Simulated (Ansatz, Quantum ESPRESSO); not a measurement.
# Work function of Ba(100), 5 layers, one monolayer of Au on top sites, part 4 of 7

How much energy does it take to lift an electron out of Ba(100), 5 layers, one monolayer of Au on top sites, and how far do the settings matter?

Quantum ESPRESSO 7.5; plane-wave DFT, PBE, GBRV ultrasoft pseudopotentials; geometry and cross-check by Ansatz 0.2.0 with PAW datasets.

So far. Step 6 (Density by pp.x): The density integrates to 61.000 electrons, as the 61 of the input ask. Step 7 (Projections on atomic orbitals): The atomic orbitals miss 0.1 % of the occupied states; for empty states the projections can miss much more.

### Step 8. SCF with pw.x: open boundaries by the effective screening medium

The effective screening medium with bc1 puts vacuum on both sides and removes the images along the normal. The slab must sit about z = 0, symmetry is kept, and the .esm1 file holds the planar potential.

The input, esm.in:

```
&control
  prefix = 'esm'
  outdir = './out'
  pseudo_dir = './pseudo'
  calculation = 'scf'
  tprnfor = .true.
/
&system
  ibrav = 0
  nat = 6
  ntyp = 2
  ecutwfc = 40
  ecutrho = 200
  occupations = 'smearing'
  smearing = 'mv'
  degauss = 0.02
  assume_isolated = 'esm'
  esm_bc = 'bc1'
/
&electrons
  conv_thr = 1e-07
  mixing_beta = 0.4
  electron_maxstep = 120
  mixing_mode = 'local-TF'
/
ATOMIC_SPECIES
  Ba  137.3270  ba_pbe_v1.uspp.F.UPF
  Au  196.9666  au_pbe_v1.uspp.F.UPF
CELL_PARAMETERS angstrom
  5.02000000000000 0.00000000000000 0.00000000000000
  0.00000000000000 5.02000000000000 0.00000000000000
  0.00000000000000 0.00000000000000 29.04000000000000
ATOMIC_POSITIONS crystal
  Ba  0.000000000000 0.000000000000 -0.234529297158
  Ba  0.500000000000 0.500000000000 -0.148096790258
  Ba  0.000000000000 0.000000000000 -0.061664283358
  Ba  0.500000000000 0.500000000000 0.026960693908
  Ba  0.000000000000 0.000000000000 0.137987995220
  Au  0.000000000000 0.000000000000 0.234529297158
K_POINTS automatic
  6 6 1 0 0 0
```

Run with:

```sh
> OMP_NUM_THREADS=1 mpirun -n 4 pw.x -nk 2 -in esm.in > esm.out
```

The program printed:

```text
[banner, memory and clock lines left out]
Program PWSCF v.7.5 starts
[citation notice left out]

[...]
Message from routine setup:
[...]
bravais-lattice index     =            0
     lattice parameter (alat)  =       9.4864  a.u.
     unit-cell volume          =    4938.5636 (a.u.)^3
     number of atoms/cell      =            6
     number of atomic types    =            2
     number of electrons       =        61.00
     number of Kohn-Sham states=           37
     kinetic-energy cutoff     =      40.0000  Ry
     charge density cutoff     =     200.0000  Ry
     scf convergence threshold =      1.0E-07
     mixing beta               =       0.4000
     number of iterations used =            8  local-TF  mixing
     Exchange-correlation= SLA  PW   PBE  PBE
                           (   1   4   3   4   0   0   0)

     Effective Screening Medium Method
     Boundary Conditions: Vacuum-Slab-Vacuum
     total charge in unit cell        =   0.0000
     grid points for fit at edges     =        4

[...]
PseudoPot. # 1 for Ba read from file:
     ./pseudo/ba_pbe_v1.uspp.F.UPF
     Pseudo is Ultrasoft + core correction, Zval = 10.0
     Generated by new atomic code, or converted to UPF format
     Using radial grid of  907 points,  7 beta functions with:
                l(1) =   0
                l(2) =   0
                l(3) =   1
                l(4) =   1
                l(5) =   2
                l(6) =   2
                l(7) =   3
     Q(r) pseudized with  6 coefficients,  rinner =    1.700   1.700   1.700
                                                       1.700   1.700   1.700
                                                       1.700

     PseudoPot. # 2 for Au read from file:
     ./pseudo/au_pbe_v1.uspp.F.UPF
     Pseudo is Ultrasoft + core correction, Zval = 11.0
     Generated by new atomic code, or converted to UPF format
     Using radial grid of  985 points,  7 beta functions with:
                l(1) =   0
                l(2) =   0
                l(3) =   1
                l(4) =   1
                l(5) =   2
                l(6) =   2
                l(7) =   3
     Q(r) pseudized with  6 coefficients,  rinner =    1.900   1.900   1.900
                                                       1.900   1.900   1.900
                                                       1.900

     atomic species   valence    mass     pseudopotential
     Ba               10.00   137.32700     Ba( 1.00)
     Au               11.00   196.96660     Au( 1.00)

      8 Sym. Ops. (no inversion) found

[...]
number of k points=    10  Marzari-Vanderbilt smearing, width (Ry)=  0.0200
[...]
Dense  grid:   236071 G-vectors     FFT dimensions: (  45,  45, 250)

     Smooth grid:   168565 G-vectors     FFT dimensions: (  40,  40, 225)

     Check: negative core charge=   -0.000003

     Initial potential from superposition of free atoms

     starting charge      60.9249, renormalised to      61.0000

     negative rho (up, down):  4.764E-01 0.000E+00
     Starting wfcs are   74 randomized atomic wfcs

     per-process dynamical memory:   141.5 Mb

     Self-consistent Calculation

     iteration #  1     ecut=    40.00 Ry     beta= 0.40
     Davidson diagonalization with overlap
     ethr =  1.00E-02,  avg # of iterations =  1.1

     negative rho (up, down):  4.646E-01 0.000E+00

     total energy              =    -466.22155216 Ry
     estimated scf accuracy    <       1.43566395 Ry

     iteration #  2     ecut=    40.00 Ry     beta= 0.40
[...]
negative rho (up, down):  4.412E-01 0.000E+00

[...]
total energy              =    -466.16333882 Ry
     estimated scf accuracy    <       0.73350565 Ry

     iteration #  3     ecut=    40.00 Ry     beta= 0.40
[...]
negative rho (up, down):  4.458E-01 0.000E+00

[...]
total energy              =    -466.20625055 Ry
     estimated scf accuracy    <       0.10401549 Ry

     iteration #  4     ecut=    40.00 Ry     beta= 0.40
[...]
negative rho (up, down):  4.488E-01 0.000E+00

[...]
total energy              =    -466.23712723 Ry
     estimated scf accuracy    <       0.03554354 Ry

     iteration #  5     ecut=    40.00 Ry     beta= 0.40
[...]
c_bands:  1 eigenvalues not converged
     c_bands:  1 eigenvalues not converged
     c_bands:  1 eigenvalues not converged
[...]
negative rho (up, down):  4.442E-01 0.000E+00

[...]
total energy              =    -466.24523307 Ry
     estimated scf accuracy    <       0.15823318 Ry

     iteration #  6     ecut=    40.00 Ry     beta= 0.40
[...]
negative rho (up, down):  4.453E-01 0.000E+00

[...]
total energy              =    -466.25039999 Ry
     estimated scf accuracy    <       0.09301718 Ry

[...]
iteration # 35     ecut=    40.00 Ry     beta= 0.40
[...]
c_bands:  1 eigenvalues not converged
[...]
negative rho (up, down):  4.427E-01 0.000E+00

[...]
total energy              =    -466.25443144 Ry
     estimated scf accuracy    <       0.00000049 Ry

     iteration # 36     ecut=    40.00 Ry     beta= 0.40
[...]
negative rho (up, down):  4.427E-01 0.000E+00

[...]
total energy              =    -466.25442421 Ry
     estimated scf accuracy    <       0.00000033 Ry

     iteration # 37     ecut=    40.00 Ry     beta= 0.40
[...]
negative rho (up, down):  4.427E-01 0.000E+00

[...]
total energy              =    -466.25442753 Ry
     estimated scf accuracy    <       0.00000017 Ry

     iteration # 38     ecut=    40.00 Ry     beta= 0.40
[...]
negative rho (up, down):  4.427E-01 0.000E+00

[...]
End of self-consistent calculation

          k = 0.0000 0.0000 0.0000 ( 21211 PWs)   bands (ev):

   -33.3681 -33.0254 -32.7423 -32.7361 -32.6502 -18.5672 -18.4608 -18.4608
   -18.2096 -18.1684 -18.1684 -17.9769 -17.9480 -17.9480 -17.9014 -17.9014
   -17.8985 -17.8034 -17.7309 -17.7309  -6.5226  -6.3440  -6.3394  -6.3394
    -5.9580  -5.8691  -5.8512  -5.3592  -4.7546  -4.2889  -4.2203  -4.1524
    -3.7503  -3.1384  -3.0333  -2.3904  -2.1599

          k = 0.0000 0.1667 0.0000 ( 21161 PWs)   bands (ev):

   -33.3673 -33.0245 -32.7410 -32.7355 -32.6505 -18.5676 -18.4821 -18.4572
   -18.2128 -18.1956 -18.1619 -17.9757 -17.9586 -17.9467 -17.9355 -17.8958
   -17.8925 -17.7874 -17.7441 -17.7406  -6.4865  -6.3537  -6.3383  -6.1381
    -5.9433  -5.8589  -5.6876  -5.2309  -4.6527  -4.1937  -4.0672  -4.0034
    -3.6721  -3.1689  -3.0360  -2.6237  -2.5002

[...]
the Fermi energy is    -3.8454 ev

!    total energy              =    -466.25442753 Ry
     estimated scf accuracy    <       0.00000006 Ry
     smearing contrib. (-TS)   =      -0.00398186 Ry
     internal energy E=F+TS    =    -466.25044567 Ry

     The total energy is F=E-TS. E is the sum of the following terms:
     one-electron contribution =    5260.59399638 Ry
     hartree contribution      =   -2631.22543130 Ry
     xc contribution           =    -200.00584002 Ry
     ewald contribution        =   -2895.61317072 Ry

     convergence has been achieved in  38 iterations

     negative rho (up, down):  4.427E-01 0.000E+00

     Forces acting on atoms (cartesian axes, Ry/au):

     atom    1 type  1   force =     0.00000000    0.00000000   -0.00274473
     atom    2 type  1   force =     0.00000000    0.00000000    0.00631199
     atom    3 type  1   force =     0.00000000    0.00000000   -0.00355125
     atom    4 type  1   force =     0.00000000    0.00000000   -0.00010075
     atom    5 type  1   force =     0.00000000    0.00000000   -0.00390173
     atom    6 type  2   force =     0.00000000    0.00000000    0.00400861

     Total force =     0.009555     Total SCF correction =     0.001027
     SCF correction compared to forces is large: reduce conv_thr to get better values

[...]
```

Wall time 6.3 min (4 MPI ranks of Intel Xeon Platinum 8259CL at 2.50GHz (Skylake/Cascade Lake), shared host); peak memory 2 GiB; 25 min of CPU time.

This step gave:

```
free energy                                                    : -6343.7147 eV
Fermi energy                                                   : -3.845 eV
vacuum line at the lower end of the cell, over the Fermi level : 2.350 eV
vacuum line at the upper end of the cell, over the Fermi level : 5.341 eV
```

The potential energy, planar mean oscillates, so the rows of the table below give means over windows of 2.56 Å about each position, cut where the curve ends. Its maxima inside the range that stand out by 2 % of the span (Å: eV): -5.6: -0.665, -3.0: -0.577, -0.6: -0.532, 2.3: 1.02, 6.8: 3.62. Its minima: -6.7: -3.75, -4.3: -3.24, -1.9: -3.34, 0.7: -3.61, 4.0: -3.91, 7.3: 3.35.

Electrostatic potential energy of an electron; zero at the Fermi level. Table of potential energy, planar mean by z; means over each step:

```csv
z (Å),"potential energy, planar mean (eV)"
-13.24,2.35
-10.68,2.30
-8.12,-0.159
-5.56,-2.27
-3.00,-2.13
-0.44,-2.17
2.12,-0.804
4.68,-0.941
7.24,3.83
9.80,5.32
12.36,5.34
```

The vacuum levels are read from the outermost 0.7 Å of the cell on either side.

The run needed 38 iterations to bring the estimated error under 1e-07 Ry; the largest force on any atom, held or free, is 0.16 eV/Å.

The upper level is 5.341 eV against 5.330 eV from the periodic run.

(Part 4 of 7 ends here.)

[Logs are printed without paths, hosts, clocks, repeated set-up lines and the standing remarks that a program may print on its own settings, such as how far it seeks lower states.]

[Hosts, paths, dates, database ids (printed as entryN), source tags and the programs' standing remarks are cut or masked in the printed files.]

[Maps of the electrostatic potential energy from Ansatz leave out the sawtooth potential of an applied field or a dipole correction, so their vacuum need not be flat; planar profiles and work functions include it.]
